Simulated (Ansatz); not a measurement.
**CdH2Se2: complex band structure**

A new crystal, CdH2Se2: structure, gap and complex bands. It is built by putting Se for O in the CdH2O2 structure of space group C2, with the volume rescaled by atomic radii. The parent structure comes from the Materials Project.

Method: r2SCAN DFT, plane waves, PAW files, in the first sound run; inputs show where later runs differ, in Ansatz 0.2.0.

The structure was built from a prototype and need not be the compound's stable phase.

## (1) Starting point

The structure is monoclinic, space group C2 (No. 5). Conventional cell: a = 7.326 Å, b = 4.156 Å, c = 5.644 Å, α = 90.00°, β = 95.12°, γ = 90.00°. Nearest to Cd lie 6 Se at 2.71 to 2.80 Å. Nearest to H lie 1 Se at 1.16 Å. Se has 2 H at 1.16 to 2.59 Å and 3 Cd at 2.71 to 2.80 Å nearest. It derives from CdH2O2. Se for O in the CdH2O2 structure of space group C2. Farther neighbours and most contacts between anions are not listed.

Structure file:

```cif
data_structure
_symmetry_space_group_name_H-M 'P 1'
_symmetry_Int_Tables_number 1
_cell_length_a 4.2113
_cell_length_b 4.2113
_cell_length_c 5.6436
_cell_angle_alpha 94.449
_cell_angle_beta 94.449
_cell_angle_gamma 59.129
_cell_volume 85.57
loop_
_atom_site_label
_atom_site_type_symbol
_atom_site_fract_x
_atom_site_fract_y
_atom_site_fract_z
_atom_site_occupancy
Cd1 Cd 0.02282 0.97718 0.00000 1
H2 H 0.41090 0.17408 0.56952 1
H3 H 0.82593 0.58910 0.43048 1
Se4 Se 0.33485 0.27836 0.76405 1
Se5 Se 0.72164 0.66515 0.23595 1
```

## (2) Cell and atoms at rest

The substituted atoms don't fit the parent's cell, so cell and atoms relax together. A small smearing keeps the run stable in case the gap closes on the way.

input.yaml reads:

```yaml
crystal:
  lattice:
    - [3.6629686011, -2.077867001, 0.0]
    - [3.6629686011, 2.077867001, 0.0]
    - [-0.5033626706, 0.0, 5.6211145258]
  atoms:
    - { symbol: Cd, position: [0.022822, 0.977178, 0.0] }
    - { symbol: H, position: [0.410896, 0.174075, 0.56952] }
    - { symbol: H, position: [0.825925, 0.589104, 0.43048] }
    - { symbol: Se, position: [0.334855, 0.278358, 0.764051] }
    - { symbol: Se, position: [0.721642, 0.665145, 0.235949] }
kpoints:
  mp_grid: { grid: [6, 6, 4] }
scf:
  occupations: { method: gaussian, width: 0.03 }
hamiltonian:
  xc: r2scan
output:
  forces: true
  stress: true
relax:
  f_tol: 0.02
  max_steps: 60
  cell: {}
```

Command:

```sh
$ ansatz run input.yaml --threads 2 --pin off --max-ram 4096MiB --backend cpu --events-out ev --progress --plain --runs-dir out
```

Numbers of over 12 decimals in the logs are rounded to 6 here.

The program printed:

```text
Engine: ansatz 0.2.0, aarch64-unknown-linux-gnu
Pseudopotentials: kind: paw
Pseudopotential: Cd, paw, valence charge 20, recommended cutoff 500 eV (meta_gga), Cd.paw.azcp
Pseudopotential: H, paw, valence charge 1, recommended cutoff 500 eV (meta_gga), H.paw.azcp
Pseudopotential: Se, paw, valence charge 16, recommended cutoff 500 eV (meta_gga), Se.paw.azcp
Functional definition: r2SCAN
  parameter k0 = 0.174
  parameter k1 = 0.065
  parameter a1 = 4.9479
  exchange = r2scan_x(k0 = k0, k1 = k1, a1 = a1)
  correlation = r2scan_c
Crystal: 5 atoms, lattice volume = 85.566 Å³
Basis set: ecut = 500 eV, 2181 PW (Γ), exchange–correlation on 128×128×180 points (64 copies of the dense FFT grid, shifted against one another)
Bands: 33, of which v1, the nominal top of the filled ones, is band 27 counted from 1 (26 counted from 0)
Symmetry: 2 space group operations
Space group: C2 (ITA 5), of the structure as read, at distance tolerance 4.4e-5 Å
k-points: 47 of 144 (time reversal used)
Non-local potential: Cd, projectors of the file, l = 0: 3, l = 1: 2, l = 2: 2, l = 3: 1
Non-local potential: H, projectors of the file, l = 0: 2, l = 1: 1
Non-local potential: Se, projectors of the file, l = 0: 2, l = 1: 2, l = 2: 3, l = 3: 1
PAW form: soft (Blöchl's): semilocal exchange-correlation on the pseudo side does not see the compensation charge
PAW frozen core: Cd, regenerated for the run's functional (the file was generated under x = pbe(κ = 0.804, μ = 0.219515), c = pbe(β = 0.066725))
PAW frozen core: Se, regenerated for the run's functional (the file was generated under x = pbe(κ = 0.804, μ = 0.219515), c = pbe(β = 0.066725))
PAW one-centre angular grid: Cd, 590 points (default); XC on 160 Gauss nodes
PAW one-centre angular grid: H, 302 points (default); XC on 160 Gauss nodes
PAW one-centre angular grid: Se, 590 points (default); XC on 160 Gauss nodes
Initial density: superposition of atomic densities (neutral atoms: chi_scale 0, normalization atom), corrected by the library's trained network
Initial wavefunctions: pseudopotential atomic-orbital guess
Functional: x = r2scan, c = r2scan; τ floored in thin density (d = 2e-4 eV/Å³)
SCF iter   1: F=—  HF=-19253.804138 eV  |F-HF|=—  |Δ(HF+E_count)|=         —  Δρ=5.54e-3  dr2=1.96e-2  dr2_τ=8.78e-2  ethr=1.77e-3  ⟨swp⟩=6.1  Hψ=6285  notcnv=0
preconditioner: auto → Resta (q_TF=auto, 2.527 Å⁻¹)  ε∞=3.4  [insulator: Δε(μ)=2.528 eV  Ē_g=13.289 eV  σ=0.030 eV  W_gap=1.00  n_scr=22 (ndim 8)  ℏωp=20.5 eV  f_vac=0.138  D(μ)=0.00/eV (n_scr^D=0)  ε∞_Penn≈3.4]
SCF iter   2: F=—  HF=-19253.711389 eV  |F-HF|=—  |Δ(HF+E_count)|=   9.27e-2  Δρ=3.21e-3  dr2=5.74e-3  dr2_τ=6.51e-4  ethr=3.62e-5  ⟨swp⟩=2.8  Hψ=2807  notcnv=0  defer=73
SCF iter   3: F=—  HF=-19253.714494 eV  |F-HF|=—  |Δ(HF+E_count)|=   3.11e-3  Δρ=8.66e-4  dr2=6.95e-4  dr2_τ=4.17e-5  ethr=1.06e-5  ⟨swp⟩=3.0  Hψ=2941  notcnv=0  defer=26
automatic band count: iteration 3 solves 32 bands in place of 33: the levels show a gap, and the empty bands left out lie too high to hold charge; the band table lists the bands solved (type scf.n_extra_bands for more)
SCF iter   4: F=—  HF=-19253.714551 eV  |F-HF|=—  |Δ(HF+E_count)|=   5.66e-5  Δρ=1.86e-4  dr2=2.64e-5  dr2_τ=2.84e-6  ethr=1.29e-6  ⟨swp⟩=2.0  Hψ=2563  notcnv=0  defer=26
SCF iter   5: F=—  HF=-19253.714561 eV  |F-HF|=—  |Δ(HF+E_count)|=   1.02e-5  Δρ=6.07e-5  dr2=2.75e-6  dr2_τ=1.49e-7  ethr=4.88e-8  ⟨swp⟩=2.0  Hψ=2089  notcnv=0  defer=26
SCF iter   6: F=—  HF=-19253.714564 eV  |F-HF|=—  |Δ(HF+E_count)|=   2.94e-6  Δρ=1.81e-5  dr2=2.70e-7  dr2_τ=7.70e-9  ethr=5.10e-9  ⟨swp⟩=2.0  Hψ=2089  notcnv=0  defer=26
SCF iter   7: F=-19253.714564 eV  HF=-19253.714564 eV  |F-HF|=8.53e-9  |Δ(HF+E_count)|=   1.58e-7  Δρ=5.79e-6  dr2=3.10e-8  dr2_τ=1.29e-9  ethr=1.85e-10  ⟨swp⟩=4.0  Hψ=5471  notcnv=0
SCF 1 converged in 7 iterations: F = -19253.714564 eV  dr2 = 3.10e-8
  greatest PAW one-centre occupation: 1.002 electrons in one spin orbital (limit 2), on the Cd atom at site 0 (counted from 0), in its partial waves of l = 1
relax step   1: F+E_penalty+E_count = -19253.71456406 eV  Δ(F+E_penalty+E_count) = +0.000e0 eV  max|allowed force component| = 1.384e1 eV/Å  Δτ_max = 0.0000 Å  P = +26.013 GPa  Ω = 85.566 Å³  (7 SCF iters, dr2 threshold 1.00e-7 eV, accepted)
Crystal: 5 atoms, lattice volume = 94.777 Å³
Basis set: ecut = 500 eV, 2395 PW (Γ), exchange–correlation on 128×128×180 points (64 copies of the dense FFT grid, shifted against one another)
Initial density: handed on by an earlier stage of this run
Initial wavefunctions: those handed on with the density
iter 1 solved again at ethr=4.00e-4 eV; its pass at ethr=3.10e-3 eV (dr2=2.16e-1 eV) is discarded
SCF iter   1: F=—  HF=-19256.646842 eV  |F-HF|=—  |Δ(HF+E_count)|=         —  Δρ=2.00e-2  dr2=2.17e-1  dr2_τ=4.28e-1  ethr=4.00e-4  ⟨swp⟩=1.0  Hψ=8700  notcnv=0
automatic band count: iteration 1 solves 31 bands in place of 33: the levels show a gap, and the empty bands left out lie too high to hold charge; the band table lists the bands solved (type scf.n_extra_bands for more)
preconditioner: auto → Resta (q_TF=auto, 2.484 Å⁻¹)  ε∞=3.8  [insulator: Δε(μ)=2.009 eV  Ē_g=11.576 eV  σ=0.030 eV  W_gap=1.00  n_scr=22 (ndim 8)  ℏωp=19.4 eV  f_vac=0.183  D(μ)=0.00/eV (n_scr^D=0)  ε∞_Penn≈3.8]
SCF iter   2: F=—  HF=-19257.021219 eV  |F-HF|=—  |Δ(HF+E_count)|=   3.74e-1  Δρ=1.14e-2  dr2=7.75e-2  dr2_τ=2.68e-3  ethr=4.00e-4  ⟨swp⟩=3.0  Hψ=2441  notcnv=0
SCF iter   3: F=—  HF=-19257.011501 eV  |F-HF|=—  |Δ(HF+E_count)|=   9.72e-3  Δρ=2.99e-3  dr2=5.85e-3  dr2_τ=2.43e-4  ethr=1.43e-4  ⟨swp⟩=3.0  Hψ=2440  notcnv=0
SCF iter   4: F=—  HF=-19257.008882 eV  |F-HF|=—  |Δ(HF+E_count)|=   2.62e-3  Δρ=1.04e-3  dr2=1.11e-3  dr2_τ=2.90e-5  ethr=1.08e-5  ⟨swp⟩=2.0  Hψ=3075  notcnv=0
SCF iter   5: F=—  HF=-19257.009052 eV  |F-HF|=—  |Δ(HF+E_count)|=   1.71e-4  Δρ=3.29e-4  dr2=1.61e-4  dr2_τ=7.99e-6  ethr=2.06e-6  ⟨swp⟩=2.0  Hψ=2893  notcnv=0
SCF iter   6: F=—  HF=-19257.009061 eV  |F-HF|=—  |Δ(HF+E_count)|=   8.70e-6  Δρ=1.29e-4  dr2=1.92e-5  dr2_τ=8.18e-7  ethr=2.98e-7  ⟨swp⟩=2.0  Hψ=2538  notcnv=0
SCF iter   7: F=—  HF=-19257.009071 eV  |F-HF|=—  |Δ(HF+E_count)|=   9.77e-6  Δρ=5.58e-5  dr2=2.77e-6  dr2_τ=5.87e-8  ethr=3.56e-8  ⟨swp⟩=2.0  Hψ=2538  notcnv=0
SCF iter   8: F=-19257.009073 eV  HF=-19257.009072 eV  |F-HF|=8.41e-8  |Δ(HF+E_count)|=   1.71e-6  Δρ=8.95e-6  dr2=9.85e-8  dr2_τ=2.85e-9  ethr=9.26e-10  ⟨swp⟩=5.0  Hψ=6254  notcnv=0
SCF 2 converged in 8 iterations: F = -19257.009073 eV  dr2 = 9.85e-8
[...]
SCF iter   7: F=—  HF=-19257.423157 eV  |F-HF|=—  |Δ(HF+E_count)|=   8.39e-6  Δρ=3.21e-5  dr2=1.28e-6  dr2_τ=5.87e-8  ethr=1.77e-8  ⟨swp⟩=2.0  Hψ=2558  notcnv=0
SCF iter   8: F=-19257.423157 eV  HF=-19257.423157 eV  |F-HF|=1.09e-7  |Δ(HF+E_count)|=   1.81e-7  Δρ=9.32e-6  dr2=1.18e-7  dr2_τ=3.60e-9  ethr=9.26e-10  ⟨swp⟩=5.0  Hψ=6540  notcnv=0
SCF 3 converged in 8 iterations: F = -19257.423157 eV  dr2 = 1.18e-7
relax step   3: F+E_penalty+E_count = -19257.42315688 eV  Δ(F+E_penalty+E_count) = -4.141e-1 eV  max|allowed force component| = 4.848e-1 eV/Å  Δτ_max = 0.1934 Å  P = -0.560 GPa  Ω = 100.513 Å³  energy of the carried Pulay correction = -4.702e-3 eV  (8 SCF iters, dr2 threshold 5.00e-7 eV, accepted)
[... from here on, the SCF cycles and remarks between the steps are left out ...]
relax step   4: F+E_penalty+E_count = -19257.44126291 eV  Δ(F+E_penalty+E_count) = -1.811e-2 eV  max|allowed force component| = 3.256e-1 eV/Å  Δτ_max = 0.0584 Å  P = +0.970 GPa  Ω = 99.321 Å³  energy of the carried Pulay correction = -4.355e-3 eV  (6 SCF iters, dr2 threshold 5.00e-7 eV, accepted)
relax step   5: F+E_penalty+E_count = -19257.45709599 eV  Δ(F+E_penalty+E_count) = -1.583e-2 eV  max|allowed force component| = 2.260e-1 eV/Å  Δτ_max = 0.0676 Å  P = +0.736 GPa  Ω = 99.923 Å³  energy of the carried Pulay correction = -4.531e-3 eV  (6 SCF iters, dr2 threshold 5.00e-7 eV, accepted)
relax step   6: F+E_penalty+E_count = -19257.47685757 eV  Δ(F+E_penalty+E_count) = -1.976e-2 eV  max|allowed force component| = 1.365e-1 eV/Å  Δτ_max = 0.1039 Å  P = -0.027 GPa  Ω = 101.549 Å³  energy of the carried Pulay correction = -5.001e-3 eV  (7 SCF iters, dr2 threshold 5.00e-7 eV, accepted)
relax step   7: F+E_penalty+E_count = -19257.48056628 eV  Δ(F+E_penalty+E_count) = -3.709e-3 eV  max|allowed force component| = 1.965e-2 eV/Å  Δτ_max = 0.0803 Å  P = -0.140 GPa  Ω = 102.048 Å³  energy of the carried Pulay correction = -5.143e-3 eV  (6 SCF iters, dr2 threshold 5.00e-7 eV, accepted)
relax step   8: F+E_penalty+E_count = -19257.48147166 eV  Δ(F+E_penalty+E_count) = -9.054e-4 eV  max|allowed force component| = 1.228e-2 eV/Å  Δτ_max = 0.0107 Å  P = -0.082 GPa  Ω = 101.703 Å³  energy of the carried Pulay correction = -5.045e-3 eV  (6 SCF iters, dr2 threshold 1.25e-7 eV, accepted)
relax step   9: F+E_penalty+E_count = -19257.48286935 eV  Δ(F+E_penalty+E_count) = -1.398e-3 eV  max|allowed force component| = 4.740e-3 eV/Å  Δτ_max = 0.0416 Å  P = +0.011 GPa  Ω = 101.237 Å³  energy of the carried Pulay correction = -4.911e-3 eV  (7 SCF iters, dr2 threshold 7.06e-8 eV, accepted)
relax step  10: F+E_penalty+E_count = -19257.48308639 eV  Δ(F+E_penalty+E_count) = -2.170e-4 eV  max|allowed force component| = 3.609e-2 eV/Å  Δτ_max = 0.0305 Å  P = -0.049 GPa  Ω = 101.049 Å³  energy of the carried Pulay correction = -4.857e-3 eV  (10 SCF iters, accepted)
relax step  11: F+E_penalty+E_count = -19257.48317071 eV  Δ(F+E_penalty+E_count) = -8.432e-5 eV  max|allowed force component| = 5.371e-4 eV/Å  Δτ_max = 0.0039 Å  P = +0.001 GPa  Ω = 101.109 Å³  energy of the carried Pulay correction = -4.874e-3 eV  (5 SCF iters, dr2 threshold 8.14e-8 eV, accepted)
Initial wavefunctions: pseudopotential atomic-orbital guess (no wavefunctions were taken with the density)
iter 1 solved again at ethr=1.99e-7 eV; its pass at ethr=3.10e-3 eV (dr2=1.07e-4 eV) is discarded
SCF iter   1: F=—  HF=-19257.481179 eV  |F-HF|=—  |Δ(HF+E_count)|=         —  Δρ=7.79e-4  dr2=3.07e-5  dr2_τ=1.25e-4  ethr=1.99e-7  ⟨swp⟩=3.0  Hψ=9911  notcnv=0
preconditioner: auto → Resta (q_TF=auto, 2.457 Å⁻¹)  ε∞=3.4  [insulator: Δε(μ)=1.606 eV  Ē_g=12.153 eV  σ=0.030 eV  W_gap=1.00  n_scr=22 (ndim 8)  ℏωp=18.8 eV  f_vac=0.175  D(μ)=0.00/eV (n_scr^D=0)  ε∞_Penn≈3.4]
SCF iter   2: F=—  HF=-19257.488293 eV  |F-HF|=—  |Δ(HF+E_count)|=   7.11e-3  Δρ=3.94e-4  dr2=7.67e-6  dr2_τ=5.66e-5  ethr=5.69e-8  ⟨swp⟩=2.0  Hψ=2442  notcnv=0
SCF iter   3: F=—  HF=-19257.489174 eV  |F-HF|=—  |Δ(HF+E_count)|=   8.82e-4  Δρ=6.03e-5  dr2=3.75e-7  dr2_τ=1.28e-6  ethr=1.42e-8  ⟨swp⟩=2.0  Hψ=2162  notcnv=0
SCF iter   4: F=—  HF=-19257.489199 eV  |F-HF|=—  |Δ(HF+E_count)|=   2.50e-5  Δρ=7.54e-6  dr2=2.33e-8  dr2_τ=1.00e-8  ethr=6.95e-10  ⟨swp⟩=2.0  Hψ=2632  notcnv=0
SCF iter   5: F=—  HF=-19257.489199 eV  |F-HF|=—  |Δ(HF+E_count)|=   8.53e-8  Δρ=2.41e-6  dr2=3.32e-9  dr2_τ=8.09e-10  ethr=4.31e-11  ⟨swp⟩=2.0  Hψ=2632  notcnv=0
SCF iter   6: F=—  HF=-19257.489199 eV  |F-HF|=—  |Δ(HF+E_count)|=   8.57e-9  Δρ=6.57e-7  dr2=3.29e-10  dr2_τ=4.25e-11  ethr=6.16e-12  ⟨swp⟩=2.0  Hψ=2632  notcnv=0
SCF iter   7: F=-19257.489199 eV  HF=-19257.489199 eV  |F-HF|=4.37e-11  |Δ(HF+E_count)|=  9.31e-10  Δρ=1.38e-7  dr2=2.76e-11  dr2_τ=1.31e-12  ethr=1.00e-12  ⟨swp⟩=5.0  Hψ=5062  notcnv=0
SCF 12 converged in 7 iterations: F = -19257.489199 eV  dr2 = 2.76e-11
relax step  12: F+E_penalty+E_count = -19257.48919919 eV  Δ(F+E_penalty+E_count) = -6.028e-3 eV  max|allowed force component| = 1.517e-3 eV/Å  Δτ_max = 0.0000 Å  P = +0.024 GPa  Ω = 101.109 Å³  stress off target by 3.92e-2 GPa  SCF on the basis re-selected at this cell (its energy is not comparable with the rows above)  (7 SCF iters)
basis re-selected at this cell: Δ(F+E_penalty+E_count) = -6.028e-3 eV, ΔP = +0.023 GPa vs the last step (what re-selecting the basis moved, of the pressure what is left beyond the Pulay correction that the steps carried, after the strain that the cell walked since its last selection, with what the two solves' SCF thresholds leave and, on support functions, any second-order correction that the steps lacked; it is no m [...]
SCF converged after 7 iterations
Free energy (F): -19257.489199 eV
Harris-Foulkes:  -19257.489199 eV  (|F-HF|=4.37e-11)
Internal energy: -19257.489199 eV  (E = F + TS)
E sigma→0 (E₀):  -19257.489199 eV
Fermi energy:    5.979386 eV
--- Per-component energies (eV) ---
  E_band       = -1436.279335
  E_kinetic    = 768.351135
  E_local      = -10089.938301  (includes V_loc(G=0)·N_el)
  E_nonlocal   = -1151.931441
  E_hartree    = 4819.879996
  E_xc         = -381.776744
  E_vxc        = -481.015468  (∫ρ·V_xc dr)
  E_paw        = -7958.286809  (= ΣΔE_a)
  E_vpaw       = -150.474826  (= ΣTr[D̂ρ^β])
  E_aug_tail   = -0.001255  (compensation charges beyond the density's cutoff)
  E_vtau       = 28.970509  (kinetic-family band-sum trace: ∫τ·v_τ [+ j·A + Jᵃ·Aᵃ] dr)
  E_ewald      = -5259.691469
  E_core_change = -4.094311  (= ΣΔE_core)
  E_smearing   = -0.000000  (= −TS)
  E_closure    = -0.000000  (closes the sum)
  Σ components = -19257.489199   (vs F -19257.489199, Δ=0.00e0)
--- Forces (eV/Å), atoms counted from 1 ---
  atom   1  Cd     0.00000000    -0.00048104     0.00000000
  atom   2  H     -0.00062355     0.00005496     0.00133424
  atom   3  H      0.00062355     0.00005496    -0.00133424
  atom   4  Se    -0.00036738     0.00018571    -0.00151705
  atom   5  Se     0.00036738     0.00018571     0.00151705
  max |Σ_I F_I| component: 3.09e-7 eV/Å
--- Stress (GPa, compression-positive) ---
        0.026454       0.000000       0.010347
        0.000000       0.014921       0.000000
        0.010346       0.000000       0.030728
  P = ⅓ Tr σ = 0.0240 GPa (0.240 kbar)
--- Relaxed structure (11 steps of the walk, 11 accepted, 1 SCFs on fresh bases) ---
  F+E_penalty+E_count = -19257.48919919 eV   max|allowed force component| = 1.517e-3 eV/Å   (the final SCF, on the basis selected at the relaxed cell)
  cell:  # Å, volume = 101.1092 Å³
    - [3.763250, -2.182787, 0.163572]
    - [3.763250, 2.182787, 0.163572]
    - [-0.266129, 1.1584651234150876e-16, 6.142841]
  atoms:
    - { symbol: Cd, position: [0.063054, 0.936946, -6.938893903907228e-18] }
    - { symbol: H, position: [0.395866, 0.269077, 0.547855] }
    - { symbol: H, position: [0.730923, 0.604134, 0.452145] }
    - { symbol: Se, position: [0.396631, 0.270334, 0.786659] }
    - { symbol: Se, position: [0.729666, 0.603368675644, 0.213341] }
```

Elapsed: 2.4 min, on 2 threads of Arm Neoverse V2, shared host; peak memory 0.58 GiB.

Step by step:

```
step  energy less that of the first step (eV)  largest force component (eV/Å)  pressure (GPa)  volume (Å³)
   1                                   0.0000                         13.8352           26.01        85.57
   2                                  -3.2945                          3.4943            6.84        94.78
   3                                  -3.7086                          0.4848           -0.56       100.51
   4                                  -3.7267                          0.3256            0.97        99.32
   5                                  -3.7425                          0.2260            0.74        99.92
   6                                  -3.7623                          0.1365           -0.03       101.55
   7                                  -3.7660                          0.0197           -0.14       102.05
   8                                  -3.7669                          0.0123           -0.08       101.70
   9                                  -3.7683                          0.0047            0.01       101.24
  10                                  -3.7685                          0.0361           -0.05       101.05
  11                                  -3.7686                          0.0005            0.00       101.11
 12*                                  -3.7746                          0.0015            0.02       101.11
```

Relaxation steps marked * repeat the geometry before them on a plane-wave basis chosen anew for their cell, so energy and pressure can jump there.

Forces are held to the 2 operations that the run works with; a distortion that breaks them can't arise in this run.

```
     cell as run  before  after   change
           a (Å)   4.211  4.354   +3.4 %
           b (Å)   4.211  4.354   +3.4 %
           c (Å)   5.644  6.149   +8.9 %
           α (°)   94.45  89.99   -4.7 %
           β (°)   94.45  89.99   -4.7 %
           γ (°)   59.13  60.18   +1.8 %
volume (Å³/atom)   17.11  20.22  +18.2 %
```

The atoms that moved most (Å, as changes of fractional coordinates times the final cell):

```
atom      dx      dy      dz  length
  H3  -0.307   0.240   0.120   0.408
  H2   0.307   0.240  -0.120   0.408
 Se4   0.196  -0.152   0.148   0.289
 Se5  -0.196  -0.152  -0.148   0.289
 Cd1   0.000  -0.176   0.000   0.176
```

The relaxed structure:

```xyz
5
Lattice="3.7633 -2.1828 0.1636 3.7633 2.1828 0.1636 -0.2661 0.0000 6.1428" Properties=species:S:1:pos:R:3 pbc="T T T"
Cd    3.7633    1.9075    0.1636
H     2.3565   -0.2768    3.4742
H     4.9038   -0.2768    2.9958
Se    2.3006   -0.2757    4.9414
Se    4.9598   -0.2757    1.5286
```

Numbers from this step:

```
free energy  : -19257.4892 eV
Fermi energy : 5.979 eV
pressure     : 0.02403 GPa
```

The largest force component on a free atom ends at 0.0015 eV/Å.

(Part 1 of 3 ends here.)

[Logs are printed without paths, hosts, clocks, repeated set-up lines and the standing remarks that a program may print on its own settings, such as how far it seeks lower states.]

[Hosts, paths, dates, database ids (printed as entryN), source tags and the programs' standing remarks are cut or masked in the printed files.]

[New means built here by substitution; the compound itself may be known and measured.]
